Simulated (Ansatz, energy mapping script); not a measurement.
# VAs in the zinc-blende structure: J from the energies of magnetic orders, part 2 of 2

How strongly do the moments of VAs in the zinc-blende structure couple under PBE+U with a computed U? The plan is to run several orders and fit a Heisenberg model.

PBE with U on V d by linear response, ortho-atomic projectors; plane waves, U on orthogonalised atomic orbitals unless named otherwise, collinear spin, no spin–orbit coupling.

So far. Step 9 (Run 6 (uncompensated ++−; cell C, 6 atoms)): The run ends ferrimagnetic, 19.19 meV a magnetic atom below the parallel order of its cell, a difference that unlike orbital or electronic states can set, not exchange alone (energies taken at zero occupation width, not the printed F). Step 10 (Parallel start in cell D (6 atoms)): The run ends ferromagnetic.

### 11. Uncompensated ++− start in cell D (6 atoms)

Reversing part of the moments probes the couplings between the two sets.

input.yaml reads:

```yaml
crystal:
  lattice:
    - [0.0, 2.925715122, 2.925715122]
    - [0.0, 2.925715122, -2.925715122]
    - [-8.777145366, -2.925715122, 0.0]
  atoms:
    - { symbol: V, position: [0.0, 0.0, 0.0], spin: 1.5 }
    - { symbol: V, position: [0.333333333, 0.333333333, 0.666666667], spin: 1.5 }
    - { symbol: V, position: [0.666666667, 0.666666667, 0.333333333], spin: -1.5 }
    - { symbol: As, position: [0.416666667, 0.916666667, 0.833333333] }
    - { symbol: As, position: [0.75, 0.25, 0.5] }
    - { symbol: As, position: [0.083333333, 0.583333333, 0.166666667] }
magnetization:
  spin_polarized: true
kpoints:
  mp_grid: { grid: [10, 10, 10] }
hamiltonian:
  xc: pbe
  hubbard:
    sites:
      - { species: V, l: d, u_eff: 4.73 }
      - { site: 0, l: d, u_eff: 4.73, starting_ns: [{ spin: up, occupation_matrix: v1_major }, { spin: down, occupation_matrix: v1_minor }] }
      - { site: 1, l: d, u_eff: 4.73, starting_ns: [{ spin: up, occupation_matrix: v1_major }, { spin: down, occupation_matrix: v1_minor }] }
      - { site: 2, l: d, u_eff: 4.73, starting_ns: [{ spin: up, occupation_matrix: v1_minor }, { spin: down, occupation_matrix: v1_major }] }
    projectors: ortho-atomic
    occupation_matrices:
      v1_major:
        matrix:
          - [0.979, 0.0, 0.0, 0.0, 0.0]
          - [0.0, 0.347, 0.0, 0.0, 0.0]
          - [0.0, 0.0, 0.347, 0.0, 0.0]
          - [0.0, 0.0, 0.0, 0.979, 0.0]
          - [0.0, 0.0, 0.0, 0.0, 0.347]
      v1_minor:
        matrix:
          - [0.038, 0.0, 0.0, 0.0, 0.0]
          - [0.0, 0.128, 0.0, 0.0, 0.0]
          - [0.0, 0.0, 0.128, 0.0, 0.0]
          - [0.0, 0.0, 0.0, 0.038, 0.0]
          - [0.0, 0.0, 0.0, 0.0, 0.128]
scf:
  occupations: { method: fermi_dirac, width: 0.1 }
output:
  eigenvalues: true
```

On the command line:

```bash
$ ansatz run input.yaml --threads 4 --pin off --max-ram 8192MiB --backend cpu --events-out ev --progress --plain --runs-dir out
```

Run time: 5.3 min. Hardware: 4 threads of Arm Neoverse V2, shared host; peak memory 1.5 GiB.

The run was stopped unfinished when the time set aside for it ran out, so what it printed is not taken as a result.

### 12. Order 9: parallel, cell E of 6 atoms

This run holds the same structure in another cell (b 4.138 → 5.851 Å, c 9.252 → 7.167 Å, α 102.9 → 114.1°, β 102.9 → 106.8°).

input.yaml reads:

```yaml
crystal:
  lattice:
    - [0.0, -2.925715122, -2.925715122]
    - [-5.851430244, 0.0, 0.0]
    - [2.925715122, 5.851430244, -2.925715122]
  atoms:
    - { symbol: V, position: [0.666666667, 0.666666667, 0.333333333], spin: 1.5 }
    - { symbol: V, position: [0.333333333, 0.333333333, 0.666666667], spin: 1.5 }
    - { symbol: V, position: [0.0, 0.0, 0.0], spin: 1.5 }
    - { symbol: As, position: [0.166666667, 0.416666667, 0.333333333] }
    - { symbol: As, position: [0.833333333, 0.083333333, 0.666666667] }
    - { symbol: As, position: [0.5, 0.75, 0.0] }
magnetization:
  spin_polarized: true
kpoints:
  mp_grid: { grid: [10, 10, 10] }
hamiltonian:
  xc: pbe
  hubbard:
    sites:
      - { species: V, l: d, u_eff: 4.73 }
      - { site: 0, l: d, u_eff: 4.73, starting_ns: [{ spin: up, occupation_matrix: v1_major }, { spin: down, occupation_matrix: v1_minor }] }
      - { site: 1, l: d, u_eff: 4.73, starting_ns: [{ spin: up, occupation_matrix: v1_major }, { spin: down, occupation_matrix: v1_minor }] }
      - { site: 2, l: d, u_eff: 4.73, starting_ns: [{ spin: up, occupation_matrix: v1_major }, { spin: down, occupation_matrix: v1_minor }] }
    projectors: ortho-atomic
    occupation_matrices:
      v1_major:
        matrix:
          - [0.979, 0.0, 0.0, 0.0, 0.0]
          - [0.0, 0.347, 0.0, 0.0, 0.0]
          - [0.0, 0.0, 0.347, 0.0, 0.0]
          - [0.0, 0.0, 0.0, 0.979, 0.0]
          - [0.0, 0.0, 0.0, 0.0, 0.347]
      v1_minor:
        matrix:
          - [0.038, 0.0, 0.0, 0.0, 0.0]
          - [0.0, 0.128, 0.0, 0.0, 0.0]
          - [0.0, 0.0, 0.128, 0.0, 0.0]
          - [0.0, 0.0, 0.0, 0.038, 0.0]
          - [0.0, 0.0, 0.0, 0.0, 0.128]
scf:
  occupations: { method: fermi_dirac, width: 0.1 }
output:
  eigenvalues: true
```

Wall time 2.4 min (4 threads); peak memory 2.2 GiB; 9.3 min of CPU time.

The run ends ferromagnetic. For each magnetic atom its energy differs from the parallel run of the first cell by 0.00 meV, an error that one common reference would have brought in.

### 13. Order 10: uncompensated ++−, cell E of 6 atoms

Edit input.yaml of step 12 so:

```diff
@@ -8,3 +8,3 @@
     - { symbol: V, position: [0.333333333, 0.333333333, 0.666666667], spin: 1.5 }
-    - { symbol: V, position: [0.0, 0.0, 0.0], spin: 1.5 }
+    - { symbol: V, position: [0.0, 0.0, 0.0], spin: -1.5 }
     - { symbol: As, position: [0.166666667, 0.416666667, 0.333333333] }
@@ -23,3 +23,3 @@
       - { site: 1, l: d, u_eff: 4.73, starting_ns: [{ spin: up, occupation_matrix: v1_major }, { spin: down, occupation_matrix: v1_minor }] }
-      - { site: 2, l: d, u_eff: 4.73, starting_ns: [{ spin: up, occupation_matrix: v1_major }, { spin: down, occupation_matrix: v1_minor }] }
+      - { site: 2, l: d, u_eff: 4.73, starting_ns: [{ spin: up, occupation_matrix: v1_minor }, { spin: down, occupation_matrix: v1_major }] }
     projectors: ortho-atomic
```

It took 5.3 min on 4 threads; peak memory 2.3 GiB.

The run was stopped unfinished when the time set aside for it ran out, so what it printed is not taken as a result.

### 14. From energies to couplings

Each energy difference is a sum of couplings weighted by the pairs that the order reverses. A few near shells are fitted to the differences by least squares. Energies are those extrapolated to zero occupation width, not the free energies F.

Energies from the parallel order of the same cell:

```tsv
order	atoms	energy (meV a magnetic atom)	moments (μB)	moments kept as typed	opposed neighbours at 4.14, 5.85 Å
parallel in cell A	4	0.00	2.13	yes	0, 0
compensated +− in cell A	4	-10.41	2.30	yes	6, 6
parallel in cell B	4	0.00	2.13	yes	0, 0
compensated +− in cell B	4	23.67	2.26	yes	8, 0
parallel in cell C	6	0.00	2.13	yes	0, 0
uncompensated ++− in cell C	6	-19.19	2.23 to 2.31	yes	4, 4
parallel in cell D	6	0.00	2.13	yes	0, 0
parallel in cell E	6	0.00	2.13	yes	0, 0
```

Couplings from the energies, with E = −Σ J e·e over ordered pairs:

```tsv
pair	distance (Å)	neighbours	J (meV)
V–V	4.14	12	1.48
V–V	5.85	6	-2.82
```

### 15. Summary of results

```yaml
couplings: not to be trusted
```

In words: Between the runs the occupations of the corrected shell change by more than 0.2 electrons in one orbital, or the parallel runs differ in their moments. Whether a run was caught in another orbital state or the shell answers to the reversal itself, the energy differences hold more than the exchange of fixed moments, so a Heisenberg reading is in doubt. The cell was built from a prototype and relaxed; a distortion that needs a larger cell, or another structure that the compound may prefer, is not captured.

1 further run of the session is left out of this account and of its counts and ranges: runs hit by known faults of a program or its files, repeats, responses too ill-conditioned to give a U, cells squeezed past sense, harmless faults, or fits whose shells could not be counted again from the structure.

[Logs and program files are shortened in this print: banners, set-up blocks, solver, clock and traceback lines can be left out without a mark of their own.]

[Logs are printed without paths, hosts, clocks, repeated set-up lines and the standing remarks that a program may print on its own settings, such as how far it seeks lower states.]

[Hosts, paths, dates, database ids (printed as entryN), source tags and the programs' standing remarks are cut or masked in the printed files.]

[Where a cell is said to come from a database of computed structures, the database is the Materials Project.]
